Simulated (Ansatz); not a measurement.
# RbH3Pb (model cell, started as cubic perovskite with Pb in the octahedra): following an unstable mode, part 2 of 3

Which phase does RbH3Pb (model cell, started as cubic perovskite with Pb in the octahedra) fall into along its unstable mode, and how much energy does it gain?

Ansatz 0.2.0; DFT PBEsol, scalar-relativistic, plane waves, PAW; PAW set soft_1.

So far, highest frequency on the path or at a solved wavevector (cm⁻¹): step 2 (response at finite wavevector) 1130. Also lowest frequency on the path (cm⁻¹): step 2 -958.

The structure was built from a prototype and need not be the compound's stable phase.

### Step 3. The mode frozen in, largest atomic shift 0 Å

The mode followed lies at q = (0, -0.5, -0.5) with frequency 916.1i cm⁻¹, one of the unstable modes though not the softest. At small amplitude the distorted cell has space group no. 129 by a symmetry search on the positions. The undistorted cell that holds it gives the zero of energy on the same k mesh.

System of this step: RbH3Pb (model cell, started as cubic perovskite with Pb in the octahedra). It takes space group Pm-3m (No. 221, cubic). The conventional cell has a = 4.513 Å, b = 4.513 Å, c = 4.513 Å, α = 90.00°, β = 90.00°, γ = 90.00°. Nearest to Rb lie 12 H at 3.19 Å. Nearest to Pb lie 6 H at 2.26 Å. Nearest to H lie 2 Pb at 2.26 Å and 8 H at 3.19 Å and 4 Rb at 3.19 Å. Nearest to H lie 2 Pb at 2.26 Å and 8 H at 3.19 Å and 4 Rb at 3.19 Å. Farther neighbours are not listed.

input.yaml reads:

```yaml
crystal:
  lattice:
    - [-4.5128424719, 0.0, 0.0]
    - [0.0, -4.5128424719, -4.5128424719]
    - [0.0, -4.5128424719, 4.5128424719]
  atoms:
    - { symbol: Rb, position: [0.0, 0.5, 0.5] }
    - { symbol: Rb, position: [0.0, 1.0, 1.0] }
    - { symbol: Pb, position: [0.5, 1.0, 0.5] }
    - { symbol: Pb, position: [0.5, 0.5, 0.0] }
    - { symbol: H, position: [0.5, 0.75, 0.75] }
    - { symbol: H, position: [0.5, 0.25, 0.25] }
    - { symbol: H, position: [0.5, 0.75, 0.25] }
    - { symbol: H, position: [0.5, 0.25, 0.75] }
    - { symbol: H, position: [0.0, 1.0, 0.5] }
    - { symbol: H, position: [0.0, 0.5, 0.0] }
kpoints:
  mp_grid: { grid: [8, 6, 6] }
hamiltonian:
  xc: pbesol
  pseudopotentials: { kind: paw, azcp: { folder: soft_1 }, xc_functional: pbe }
scf:
  occupations: { method: methfessel_paxton, width: 0.2 }
output:
  forces: true
  stress: true
  eigenvalues: true
```

On the command line:

```
> ansatz run input.yaml --threads 4 --pin off --max-ram 16384MiB --backend cpu --events-out ev --progress --plain --runs-dir out
```

Numbers of over 12 decimals in the logs are rounded to 6 here.

The log of the run:

```text
[...]
Crystal: 10 atoms, lattice volume = 183.815 Å³
Basis set: ecut = 420 eV, 3563 PW (Γ), exchange–correlation on 64×90×90 points (8 copies of the dense FFT grid, shifted against one another)
Bands: 36, of which v1, the nominal top of the filled ones, is band 26 counted from 1 (25 counted from 0)
Symmetry: 32 space group operations
[...]
k-points: 50 of 288
[...]
k-point 0: bands = [... 22 lower, 3.9518, 3.9609, 5.4113, 6.6557, 6.6557, 6.6571, 6.7398, 7.4684, ... 5 higher]
  k-point 1: bands = [... 22 lower, 3.5954, 3.8157, 5.4369, 5.7036, 6.6565, 7.1778, 7.3141, 7.7330, ... 5 higher]
  k-point 2: bands = [... 22 lower, 2.9361, 3.2577, 5.3332, 5.4495, 6.6841, 7.0245, 8.3233, 8.3451, ... 5 higher]
  k-point 49: bands = [... 22 lower, 1.4788, 1.4788, 5.3996, 5.3996, 7.4664, 7.4664, 7.5202, 7.5202, ... 5 higher]
[key lines of the parts left out:]
SCF converged after 7 iterations
Free energy (F): -30041.370708 eV
Fermi energy:    6.513714 eV
P = ⅓ Tr σ = -0.1287 GPa (-1.287 kbar)
```

The job ended after 5.8 s (4 threads of Arm Neoverse V1, shared host; peak memory 0.61 GiB).

This step gave:

| Quantity | Value |
| --- | --- |
| pressure | -0.1287 GPa |
| energy from the undistorted cell | 0 meV/atom |

The run ends at a pressure of -0.13 GPa.

### Step 4. The mode frozen in, largest atomic shift 0.32 Å

The atoms are moved along the unstable eigenvector, the largest shift by 0.32 Å, with the cell fixed.

input.yaml, the sections that differ from step 3:

```yaml
crystal:
  lattice:
    - [-4.5128424719, 0.0, 0.0]
    - [0.0, -4.5128424719, -4.5128424719]
    - [0.0, -4.5128424719, 4.5128424719]
  atoms:
    - { symbol: Rb, position: [0.0, 0.5, 0.5] }
    - { symbol: Rb, position: [0.0, 1.0, 1.0] }
    - { symbol: Pb, position: [0.5001437009, 1.0, 0.5] }
    - { symbol: Pb, position: [0.4998562991, 0.5, 0.0] }
    - { symbol: H, position: [0.5, 0.75, 0.75] }
    - { symbol: H, position: [0.5, 0.25, 0.25] }
    - { symbol: H, position: [0.5, 0.75, 0.25] }
    - { symbol: H, position: [0.5, 0.25, 0.75] }
    - { symbol: H, position: [-0.0709087459, 1.0, 0.5] }
    - { symbol: H, position: [0.0709087459, 0.5, 0.0] }
# kpoints, hamiltonian, scf, output: as in step 3
```

The log of the run:

```text
[...]
Crystal: 10 atoms, lattice volume = 183.815 Å³
Basis set: ecut = 420 eV, 3563 PW (Γ), exchange–correlation on 64×90×90 points (8 copies of the dense FFT grid, shifted against one another)
Bands: 36, of which v1, the nominal top of the filled ones, is band 26 counted from 1 (25 counted from 0)
Symmetry: 16 space group operations
[...]
k-points: 50 of 288
[...]
k-point 0: bands = [... 22 lower, 3.7588, 3.9753, 4.9419, 6.6802, 6.6802, 6.7156, 7.3535, 7.5282, ... 6 higher]
  k-point 1: bands = [... 22 lower, 3.6196, 3.6272, 4.9634, 5.6855, 7.2011, 7.3581, 7.4250, 7.7456, ... 6 higher]
  k-point 2: bands = [... 22 lower, 2.9612, 3.1430, 5.0019, 5.1684, 7.3371, 7.3502, 8.3443, 8.3617, ... 6 higher]
  k-point 49: bands = [... 22 lower, 1.4942, 1.4942, 5.4346, 5.4346, 7.4254, 7.4254, 7.5950, 7.5950, ... 6 higher]
[key lines of the parts left out:]
SCF converged after 8 iterations
Free energy (F): -30041.473301 eV
Fermi energy:    6.535881 eV
P = ⅓ Tr σ = 0.4670 GPa (4.670 kbar)
```

It took 6.3 s on 4 threads; peak memory 0.62 GiB.

Numbers from this step:

```
pressure                         : 0.4670 GPa
energy from the undistorted cell : -10.23 meV/atom
```

The energy, extrapolated to zero smearing, is -10.23 meV/atom against the undistorted cell.

The run ends at a pressure of 0.47 GPa, with forces up to 0.45 eV/Å.

### Step 5. Energy along the mode, all amplitudes (two of the runs are shown above)

An imaginary frequency means negative curvature, so the energy should fall and then rise again as anharmonic terms take over.

Numbers from this step:

```
depth at the lowest point sampled  : 10.23 meV/atom
largest atomic shift at that point : 0.32 Å
```

Table of energy from the parent by largest atomic shift:

```
largest atomic shift (Å)  energy from the parent (meV/atom)
                   0.000                                  0
                   0.040                             -0.481
                   0.080                              -1.82
                   0.140                              -4.77
                   0.220                              -8.66
                   0.320                              -10.2
                   0.450                               1.66
                   0.600                               54.9
```

Displacement at unit largest shift by atom:

```
atom  x (Å)  y (Å)  z (Å)  size
 Rb1   0.00   0.00   0.00  0.00
 Rb2   0.00   0.00   0.00  0.00
 Pb3   0.00   0.00   0.00  0.00
 Pb4   0.00   0.00   0.00  0.00
  H5   0.00   0.00   0.00  0.00
  H6   0.00   0.00   0.00  0.00
  H7   0.00   0.00   0.00  0.00
  H8   0.00   0.00   0.00  0.00
  H9   1.00   0.00   0.00  1.00
 H10  -1.00   0.00   0.00  1.00
```

The lowest of the steps tried is at 0.32 Å, 10.2 meV/atom below the parent; the bottom of the well need not coincide with a step.

### Step 6. Relaxing from the distorted cell

Starting from the lowest point found, all atoms and the cell are let go, so that strain and other modes of the same symmetry can join in.

input.yaml: that of step 4 with these lines changed.

```diff
@@ -27 +27,6 @@
   eigenvalues: true
+relax:
+  adjacent_minimum: "off"
+  f_tol: 0.002
+  max_steps: 120
+  cell: { stress_tol: 0.03 }
```

The log of the run:

```text
[...]
Crystal: 10 atoms, lattice volume = 183.815 Å³
Basis set: ecut = 420 eV, 3563 PW (Γ), exchange–correlation on 64×90×90 points (8 copies of the dense FFT grid, shifted against one another)
Bands: 36, of which v1, the nominal top of the filled ones, is band 26 counted from 1 (25 counted from 0)
Symmetry: 16 space group operations
[...]
k-points: 50 of 288
[...]
SCF iter   1: F=—  HF=-30044.169554 eV  |F-HF|=—  |Δ(HF+E_count)|=         —  Δρ=5.01e-2  dr2=6.66e0  ethr=3.10e-3  ⟨swp⟩=10.5  Hψ=10480  notcnv=0
[...]
SCF iter   8: F=-30041.473301 eV  HF=-30041.473301 eV  |F-HF|=9.17e-10  |Δ(HF+E_count)|=   5.50e-8  S|Δr|=    0.00e0  Δρ=2.76e-6  dr2=1.26e-8  ethr=1.92e-10  ⟨swp⟩=15.3  Hψ=10655  notcnv=0
SCF 1 converged in 8 iterations: F = -30041.473301 eV  dr2 = 1.26e-8
[...]
relax step   1: F+E_penalty+E_count = -30041.47330101 eV  Δ(F+E_penalty+E_count) = +0.000e0 eV  max|allowed force component| = 4.457e-1 eV/Å  Δτ_max = 0.0000 Å  P = +0.467 GPa  Ω = 183.815 Å³  (8 SCF iters, dr2 threshold 1.00e-7 eV, accepted)
Crystal: 10 atoms, lattice volume = 186.638 Å³
Basis set: ecut = 420 eV, 3659 PW (Γ), exchange–correlation on 64×90×90 points (8 copies of the dense FFT grid, shifted against one another)
[...]
SCF iter   6: F=-30041.551855 eV  HF=-30041.551855 eV  |F-HF|=3.17e-8  |Δ(HF+E_count)|=   2.09e-7  S|Δr|=    0.00e0  Δρ=6.04e-6  dr2=6.72e-8  ethr=1.73e-9  ⟨swp⟩=3.0  Hψ=6582  notcnv=0
SCF 2 converged in 6 iterations: F = -30041.551855 eV  dr2 = 6.72e-8
relax step   2: F+E_penalty+E_count = -30041.55185539 eV  Δ(F+E_penalty+E_count) = -7.855e-2 eV  max|allowed force component| = 4.138e-1 eV/Å  Δτ_max = 0.1911 Å  P = -0.377 GPa  Ω = 186.638 Å³  energy of the carried Pulay correction = -8.464e-4 eV  (6 SCF iters, dr2 threshold 1.00e-6 eV, accepted)
Crystal: 10 atoms, lattice volume = 187.938 Å³
Basis set: ecut = 420 eV, 3675 PW (Γ), exchange–correlation on 64×90×90 points (8 copies of the dense FFT grid, shifted against one another)
[...]
SCF iter   5: F=-30041.587069 eV  HF=-30041.587069 eV  |F-HF|=4.05e-9  |Δ(HF+E_count)|=   7.59e-7  S|Δr|=    0.00e0  Δρ=4.82e-6  dr2=4.64e-8  ethr=1.92e-9  ⟨swp⟩=8.9  Hψ=8818  notcnv=0
SCF 3 converged in 5 iterations: F = -30041.587069 eV  dr2 = 4.64e-8
relax step   3: F+E_penalty+E_count = -30041.58706869 eV  Δ(F+E_penalty+E_count) = -3.521e-2 eV  max|allowed force component| = 1.548e-1 eV/Å  Δτ_max = 0.0384 Å  P = -0.208 GPa  Ω = 187.938 Å³  energy of the carried Pulay correction = -1.232e-3 eV  (5 SCF iters, dr2 threshold 1.00e-6 eV, accepted)
[...]
relax step   4: F+E_penalty+E_count = -30041.59576314 eV  Δ(F+E_penalty+E_count) = -8.694e-3 eV  max|allowed force component| = 4.832e-2 eV/Å  Δτ_max = 0.0863 Å  P = -0.033 GPa  Ω = 188.359 Å³  energy of the carried Pulay correction = -1.356e-3 eV  (5 SCF iters, dr2 threshold 1.00e-6 eV, accepted)
[...]
relax step   5: F+E_penalty+E_count = -30041.59641164 eV  Δ(F+E_penalty+E_count) = -6.485e-4 eV  max|allowed force component| = 6.598e-3 eV/Å  Δτ_max = 0.0077 Å  P = -0.027 GPa  Ω = 187.791 Å³  energy of the carried Pulay correction = -1.188e-3 eV  (4 SCF iters, dr2 threshold 1.46e-7 eV, accepted)
[...]
relax step   6: F+E_penalty+E_count = -30041.59650240 eV  Δ(F+E_penalty+E_count) = -9.076e-5 eV  max|allowed force component| = 2.808e-3 eV/Å  Δτ_max = 0.0004 Å  P = +0.009 GPa  Ω = 187.546 Å³  energy of the carried Pulay correction = -1.116e-3 eV  (4 SCF iters, dr2 threshold 5.08e-9 eV, accepted)
[...]
relax step   7: F+E_penalty+E_count = -30041.59648669 eV  Δ(F+E_penalty+E_count) = +1.571e-5 eV  max|allowed force component| = 8.152e-5 eV/Å  Δτ_max = 0.0005 Å  P = -0.000 GPa  Ω = 187.607 Å³  energy of the carried Pulay correction = -1.134e-3 eV  (4 SCF iters, dr2 threshold 4.93e-10 eV, accepted)
[...]
SCF iter   6: F=-30041.598409 eV  HF=-30041.598409 eV  |F-HF|=2.55e-11  |Δ(HF+E_count)|=  9.82e-11  S|Δr|=    0.00e0  Δρ=5.22e-8  dr2=7.55e-12  ethr=1.00e-12  ⟨swp⟩=5.0  Hψ=5560  notcnv=0
SCF 8 converged in 6 iterations: F = -30041.598409 eV  dr2 = 7.55e-12
relax step   8: F+E_penalty+E_count = -30041.59840870 eV  Δ(F+E_penalty+E_count) = -1.922e-3 eV  max|allowed force component| = 6.747e-4 eV/Å  Δτ_max = 0.0000 Å  P = +0.007 GPa  Ω = 187.607 Å³  stress off target by 2.56e-2 GPa  SCF on the basis re-selected at this cell (its energy is not comparable with the rows above)  (6 SCF iters)
basis re-selected at this cell: Δ(F+E_penalty+E_count) = -1.922e-3 eV, ΔP = +0.007 GPa vs the last step (what re-selecting the basis moved, of the pressure what is left beyond the Pulay correction that the steps carried, after the strain that the cell walked since its last selection, with what the two solves' SCF thresholds leave and, on support functions, any second-order correction that the steps lacked; it is no m [...]
SCF converged after 6 iterations
[...]
Free energy (F): -30041.598409 eV
[...]
Internal energy: -30041.603194 eV  (E = F + TS)
E sigma→0 (E₀):  -30041.599605 eV
Entropy (-TS):   0.004785 eV (0.478 meV/atom)
Fermi energy:    6.479101 eV
[...]
--- Forces (eV/Å), atoms counted from 1 ---
  atom   1  Rb    -0.00000000     0.00000000    -0.00000000
  atom   2  Rb     0.00000000    -0.00000000     0.00000000
  atom   3  Pb     0.00058781    -0.00000000     0.00000000
  atom   4  Pb    -0.00058781     0.00000000    -0.00000000
  atom   5  H     -0.00000000     0.00000000     0.00000000
  atom   6  H      0.00000000    -0.00000000    -0.00000000
  atom   7  H      0.00000000    -0.00000000     0.00000000
  atom   8  H      0.00000000    -0.00000000    -0.00000000
  atom   9  H     -0.00067468     0.00000000    -0.00000000
  atom  10  H      0.00067468    -0.00000000     0.00000000
  max |Σ_I F_I| component: 3.90e-18 eV/Å
--- Stress (GPa, compression-positive) ---
        0.025610       0.000000      -0.000000
        0.000000      -0.002448      -0.000000
       -0.000000      -0.000000      -0.002448
  P = ⅓ Tr σ = 0.0069 GPa (0.069 kbar)
--- Band table (eV; the first three rows and the last of 50) ---
  k-point 0: bands = [... 22 lower, 3.6347, 3.9857, 4.1123, 6.0080, 6.6483, 6.6483, 7.1201, 7.1855, ... 6 higher]
  k-point 1: bands = [... 22 lower, 3.5485, 3.5925, 4.1281, 5.2319, 6.6705, 7.2053, 7.2071, 7.6691, ... 6 higher]
  k-point 2: bands = [... 22 lower, 2.8792, 3.1428, 4.1743, 4.5272, 6.7632, 7.1738, 8.3125, 8.4031, ... 6 higher]
  k-point 49: bands = [... 22 lower, 1.6981, 1.6981, 5.3475, 5.3475, 6.9894, 6.9894, 7.7574, 7.7574, ... 6 higher]
--- Relaxed structure (7 steps of the walk, 7 accepted, 1 SCFs on fresh bases) ---
  F+E_penalty+E_count = -30041.59840870 eV   max|allowed force component| = 6.747e-4 eV/Å   (the final SCF, on the basis selected at the relaxed cell)
  cell:  # Å, volume = 187.6072 Å³
    - [-4.747855, 0, 0]
    - [0, -4.444891, -4.444891]
    - [0, -4.444891, 4.444891]
  atoms:
    - { symbol: Rb, position: [7.2554949154422395e-19, 0.500000, 0.500000] }
    - { symbol: Rb, position: [7.255494915442236e-19, 1.000000, 1.000000] }
    - { symbol: Pb, position: [0.459271, 1.000000, 0.500000] }
    - { symbol: Pb, position: [0.540729, 0.500000, 0.0] }
    - { symbol: H, position: [0.5, 0.750000, 0.750000] }
    - { symbol: H, position: [0.5, 0.250000, 0.250000] }
    - { symbol: H, position: [0.5, 0.750000, 0.25] }
    - { symbol: H, position: [0.5, 0.25, 0.750000] }
    - { symbol: H, position: [-0.136171, 1.000000, 0.500000] }
    - { symbol: H, position: [0.136171, 0.500000, 0.0] }
```

The job ended after 44 s (4 threads; peak memory 0.66 GiB).

The steps of the relaxation:

```
step  energy less that of the first step (eV)  largest force component (eV/Å)  pressure (GPa)  volume (Å³)
   1                                   0.0000                          0.4457            0.47       183.81
   2                                  -0.0786                          0.4138           -0.38       186.64
   3                                  -0.1138                          0.1548           -0.21       187.94
   4                                  -0.1225                          0.0483           -0.03       188.36
   5                                  -0.1231                          0.0066           -0.03       187.79
   6                                  -0.1232                          0.0028            0.01       187.55
   7                                  -0.1232                          0.0001            0.00       187.61
  8*                                  -0.1251                          0.0007            0.01       187.61
```

Relaxation steps marked * repeat the geometry before them on a plane-wave basis chosen anew for their cell, so energy and pressure can jump there.

The run keeps the 16 symmetry operations that it works with, so distortions that break them were not tested.

```
     cell as run  before  after  change
           a (Å)   4.513  4.748  +5.2 %
           b (Å)   6.382  6.286  -1.5 %
           c (Å)   6.382  6.286  -1.5 %
volume (Å³/atom)   18.38  18.76  +2.1 %
```

The atoms that moved most (Å, as changes of fractional coordinates times the final cell):

```
atom      dx     dy     dz  length
  H9   0.310  0.000  0.000   0.310
 H10  -0.310  0.000  0.000   0.310
 Pb4  -0.194  0.000  0.000   0.194
 Pb3   0.194  0.000  0.000   0.194
```

The relaxed structure:

```cif
data_structure
_symmetry_space_group_name_H-M 'P 1'
_symmetry_Int_Tables_number 1
_cell_length_a 4.7479
_cell_length_b 6.2860
_cell_length_c 6.2860
_cell_angle_alpha 90.000
_cell_angle_beta 90.000
_cell_angle_gamma 90.000
_cell_volume 187.61
loop_
_atom_site_label
_atom_site_type_symbol
_atom_site_fract_x
_atom_site_fract_y
_atom_site_fract_z
_atom_site_occupancy
Rb1 Rb 0.00000 0.50000 0.50000 1
Rb2 Rb 0.00000 0.00000 0.00000 1
Pb3 Pb 0.45927 0.00000 0.50000 1
Pb4 Pb 0.54073 0.50000 0.00000 1
H5 H 0.50000 0.75000 0.75000 1
H6 H 0.50000 0.25000 0.25000 1
H7 H 0.50000 0.75000 0.25000 1
H8 H 0.50000 0.25000 0.75000 1
H9 H 0.86383 0.00000 0.50000 1
H10 H 0.13617 0.50000 0.00000 1
```

This step gave:

| Item | Value |
| --- | --- |
| pressure | 0.006905 GPa |
| volume per atom | 18.76 Å³ |
| gap on the k-mesh | 0.2472 eV |

The distorted start has space group P4/nmm; the relaxation ends in P4/nmm.

### Step 7. The new phase in its own primitive cell

The relaxed structure is symmetrised, reduced to its primitive cell and relaxed tightly, as its phonons need.

input.yaml, the sections that differ from step 6:

```yaml
crystal:
  lattice:
    - [6.2860245718, 0.0, 0.0]
    - [0.0, 6.2860245718, 0.0]
    - [0.0, 0.0, 4.7478549712]
  atoms:
    - { symbol: Rb, position: [0.5, 0.5, 0.0] }
    - { symbol: Rb, position: [0.0, 0.0, 0.0] }
    - { symbol: Pb, position: [0.0, 0.5, 0.4592709245] }
    - { symbol: Pb, position: [0.5, 0.0, 0.5407290755] }
    - { symbol: H, position: [0.75, 0.75, 0.5] }
    - { symbol: H, position: [0.25, 0.25, 0.5] }
    - { symbol: H, position: [0.75, 0.25, 0.5] }
    - { symbol: H, position: [0.25, 0.75, 0.5] }
    - { symbol: H, position: [0.0, 0.5, 0.8638294785] }
    - { symbol: H, position: [0.5, 0.0, 0.1361705215] }
kpoints:
  mp_grid: { grid: [6, 6, 6] }
relax:
  adjacent_minimum: "off"
  f_tol: 0.001
  max_steps: 60
  cell: { stress_tol: 0.01 }
# hamiltonian, scf, output: as in step 6
```

The log of the run:

```text
[...]
Crystal: 10 atoms, lattice volume = 187.607 Å³
Basis set: ecut = 420 eV, 3643 PW (Γ), exchange–correlation on 90×90×64 points (8 copies of the dense FFT grid, shifted against one another)
Bands: 36, of which v1, the nominal top of the filled ones, is band 26 counted from 1 (25 counted from 0)
Symmetry: 16 space group operations
[...]
k-points: 40 of 216
[...]
atoms:
    - { symbol: Rb, position: [0.5, 0.5, 0] }
    - { symbol: Rb, position: [0, 0, 0] }
    - { symbol: Pb, position: [0, 0.5, 0.458882] }
    - { symbol: Pb, position: [0.5, 0, 0.541118] }
    - { symbol: H, position: [0.75, 0.75, 0.5] }
    - { symbol: H, position: [0.25, 0.25, 0.5] }
    - { symbol: H, position: [0.75, 0.25, 0.5] }
    - { symbol: H, position: [0.25, 0.75, 0.5] }
    - { symbol: H, position: [0, 0.5, 0.861866] }
    - { symbol: H, position: [0.5, 0, 0.138134] }
[key lines of the parts left out:]
SCF converged after 5 iterations
Free energy (F): -30041.593750 eV
Fermi energy:    6.472707 eV
P = ⅓ Tr σ = -0.0007 GPa (-0.007 kbar)
```

It took 25 s on 4 threads; peak memory 0.63 GiB.

Step by step:

```
step  energy less that of the first step (eV)  largest force component (eV/Å)  pressure (GPa)  volume (Å³)
   1                                   0.0000                          0.0110            0.02       187.61
   2                                  -0.0001                          0.0085            0.01       187.93
   3                                  -0.0001                          0.0091           -0.01       187.98
   4                                  -0.0001                          0.0002            0.00       187.94
  5*                                  -0.0002                          0.0003            0.00       187.94
```

Relaxation steps marked * repeat the geometry before them on a plane-wave basis chosen anew for their cell, so energy and pressure can jump there. Relaxation step 3 was tried and not accepted.

The run keeps the 16 symmetry operations that it works with, so distortions that break them were not tested.

```
conventional cell, symmetrised  before  after  change
                         a (Å)   6.286  6.283  -0.0 %
                         b (Å)   6.286  6.283  -0.0 %
                         c (Å)   4.748  4.760  +0.3 %
              volume (Å³/atom)   18.76  18.79  +0.2 %
```

This step gave:

```
pressure           : -6.73e-4 GPa
volume per atom    : 18.79 Å³
gap on the k-mesh  : 0.2531 eV
direct gap on mesh : 0.2531 eV
```

The largest force component left is 0.26 meV/Å and the pressure is -0.001 GPa, within the tolerances set. The cell now holds 18.79 Å³/atom.

[end of part 2 of 3]

[Logs are printed without paths, hosts, clocks, repeated set-up lines and the standing remarks that a program may print on its own settings, such as how far it seeks lower states.]

[Hosts, paths, dates, database ids (printed as entryN), source tags and the programs' standing remarks are cut or masked in the printed files.]
